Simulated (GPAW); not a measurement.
Computed results, one entry a study.

**AlH3 (R-3c): one start, several treatments of the self-energy**

Symmetry: R-3c, No. 167, trigonal system. The conventional cell has a = 4.449 Å, b = 4.449 Å, c = 11.804 Å, α = 90.00°, β = 90.00°, γ = 120.00°. Nearest to Al lie 6 H at 1.72 Å. Nearest to H lie 2 Al at 1.72 Å. Farther neighbours are not listed.

```xyz
8
Lattice="2.2247 1.2844 3.9346 -2.2247 1.2844 3.9346 0.0000 -2.5688 3.9346" Properties=species:S:1:pos:R:3 pbc="T T T"
Al    0.0000    0.0000    0.0000
Al    0.0000    0.0000    5.9019
H     0.5695    1.2844    6.8855
H    -1.3971   -0.1490    6.8855
H     0.8276   -1.1354    6.8855
H    -0.5695   -1.2844    4.9182
H     1.3971    0.1490    4.9182
H    -0.8276    1.1354    4.9182
```

| Item | Value |
| --- | --- |
| method | DFT, LDA, plane waves, PAW (and 3 further levels or steps) |
| program | GPAW 26.7.0 |
| settings of one run | cutoff 600 eV, GPAW PAW setups 1.2.1 data release, 4×4×4 k-mesh, nbands 237 |
| cost | 6 runs, 8.3 min in all on 4 MPI ranks of Arm Neoverse V1, shared host (the runs of this entry) |
| notes | The cell and positions come from the Crystallography Open Database and are kept as given unless a step says otherwise. Bands and cutoff are finite, so the gap is not at the basis limit. The miss can reach some tenths of an eV and take either sign; the mesh is an error of its own. The program warns of a poor linear fit in the extrapolation of some level, so the extrapolated values are rough. |
| G0W0, Godby-Needs plasmon pole | 4.088 eV |
| one-shot HSE06 | 3.419 eV |
| G0W0, extrapolated in the cutoff | 4.314 eV |
| one-shot Hartree-Fock | 9.745 eV |
| G0W0, full frequency, Hilbert transform | 4.087 eV |
| known limits | not at the basis limit |

One-shot HSE06: −0.669 eV against G0W0, Godby-Needs plasmon pole. G0W0, extrapolated in the cutoff: +0.226 eV against G0W0, Godby-Needs plasmon pole, at other bands or cutoff, so not like for like.

[Paths, hosts, dates, memory and timing lines, banners, echoed tables and standing remarks are left out of the program output.]

[Logs are printed without paths, hosts, clocks, repeated set-up lines and the standing remarks that a program may print on its own settings, such as how far it seeks lower states.]

[Runs of the session that timed out or met a known fault of the program may be left out.]

[Hosts, paths, dates, database ids (printed as entryN), source tags and the programs' standing remarks are cut or masked in the printed files.]
